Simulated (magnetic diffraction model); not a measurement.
# Solving a magnetic structure from powder neutron data: ErTiCo

Space group Pnma (no. 62), a = 6.7690 Å, b = 4.1760 Å, c = 7.0530 Å.

| site | atom | x | y | z |
| --- | --- | --- | --- | --- |
| 4c | Er | 0.5197 | 3/4 | 0.1831 |
| 4c | Co | 0.3622 | 3/4 | 0.5651 |
| 4c | Ti | 0.2056 | 3/4 | 0.8925 |

This is a made-up structure (elements placed in a structure type, unrelaxed), so the numbers test the method and describe no known phase.

Only Er is taken to order (form factors of Er3+); orders and moment sizes are assumed, and not adapted to the symmetry. Radiation: neutrons of λ = 2.52 Å, 5° to 80°; isotropic B of 0.17 Å² (Er), 0.24 Å² (Co) and 0.32 Å² (Ti). Simulated constant-wavelength pattern: nuclear and magnetic terms add, the magnetic one as |2.695 fm × Σ f S⊥ exp(2πi Q·r) exp(−B s²)|², summed over all Q at one angle with the factor 1/(sin²θ cos θ). For collinear order S is the moment m, which repeats by lattice and centring translations R with the sign exp(−2πi k·R). Free-ion form factors, Sears's scattering lengths of 1992, no absorption; a label names one of the reflections at its angle. The strongest nuclear line in the range is 100, and lines under 0.2 are left out.

Above the ordering temperature:

```
2θ (°)    index      I
 29.90  (1 0 1)   15.3
 41.05  (0 1 1)  100.0
 41.87  (0 0 2)   12.7
 43.71  (2 0 0)   66.2
 46.78  (1 1 1)   51.4
 47.52  (1 0 2)   17.0
 48.78  (2 0 1)   16.1
 57.27  (2 1 0)    4.6
 60.44  (1 1 2)   55.3
 61.52  (2 1 1)   40.9
 62.13  (2 0 2)   16.0
 69.13  (1 0 3)   43.5
 71.79  (3 0 1)    5.2
 73.42  (2 1 2)   13.0
 74.23  (0 2 0)   13.5
 75.91  (0 1 3)    1.5
 79.97  (1 1 3)    3.1
```

Below it (cell unchanged):

```csv
2θ (°),I
17.35,633.4
27.05,178.8
29.90,15.3
34.78,65.9
41.05,100.0
41.87,12.7
43.71,66.2
45.64,11.8
46.78,51.4
47.37,162.9
47.52,17.0
48.78,16.1
50.96,48.2
52.16,185.8
53.82,62.6
57.27,4.6
58.23,76.8
60.44,55.3
61.52,40.9
62.13,16.0
62.79,26.9
65.04,42.3
67.67,0.5
69.13,43.5
70.43,19.9
71.75,70.2
71.79,5.2
71.90,21.1
73.42,13.0
74.23,13.5
74.52,19.8
74.59,47.2
75.56,96.9
75.91,1.5
79.97,3.1
```

**Question.** Find the propagation vector, then choose among these models:
A. collinear moments along [001], 6.9 μB on Er; signs + at (0.5197, 3/4, 0.1831), + at (0.0197, 3/4, 0.3169), − at (0.4803, 1/4, 0.8169), − at (0.9803, 1/4, 0.6831)
B. collinear moments along [101], 6.9 μB on Er; signs + at (0.5197, 3/4, 0.1831), + at (0.0197, 3/4, 0.3169), − at (0.4803, 1/4, 0.8169), − at (0.9803, 1/4, 0.6831)
C. collinear moments along [001], 6.9 μB on Er; signs + at (0.5197, 3/4, 0.1831), − at (0.0197, 3/4, 0.3169), + at (0.4803, 1/4, 0.8169), − at (0.9803, 1/4, 0.6831)
D. collinear moments along [101], 6.9 μB on Er; signs + at (0.5197, 3/4, 0.1831), − at (0.0197, 3/4, 0.3169), + at (0.4803, 1/4, 0.8169), − at (0.9803, 1/4, 0.6831)

The new lines index as (0 1/2 0) at 17.35°, (0 1/2 1) at 27.05°, (1 1/2 1) at 34.78° and (0 1/2 2) at 45.64°, that is as H ± k with k = (0 1/2 0). Half indices mean that the moments reverse under translations with k·R a half-integer, and the magnetic cell has twice the primitive volume.

Magnetic intensity, observed (below minus above) and for each model:

| 2θ (°) | index | observed | A | B | C | D |
| --- | --- | --- | --- | --- | --- | --- |
| 17.35 | (0 1/2 0) | 633.4 | 633.4 | 633.4 | <0.2 | <0.2 |
| 27.05 | (0 1/2 1) | 178.8 | 178.8 | 299.0 | 35.7 | 59.7 |
| 27.73 | (1 1/2 0) | <0.2 | <0.2 | <0.2 | 489.8 | 348.1 |
| 34.78 | (1 1/2 1) | 65.9 | 65.9 | 64.4 | 329.9 | 322.4 |
| 47.37 | (2 1/2 0) | 162.9 | 162.9 | 95.8 | <0.2 | <0.2 |
| 52.16 | (2 1/2 1) | 185.8 | 185.8 | 126.9 | 37.1 | 25.4 |
| 58.60 | (1 3/2 0) | <0.2 | <0.2 | <0.2 | 105.2 | 97.9 |
| 62.79 | (1 3/2 1) | 26.9 | 26.9 | 26.7 | 134.5 | 133.7 |

Model A matches.

The structure used: k = (0 1/2 0), collinear moments along [001], 6.9 μB on Er; signs + at (0.5197, 3/4, 0.1831), + at (0.0197, 3/4, 0.3169), − at (0.4803, 1/4, 0.8169), − at (0.9803, 1/4, 0.6831).

[Logs are printed without paths, hosts, clocks, repeated set-up lines and the standing remarks that a program may print on its own settings, such as how far it seeks lower states.]
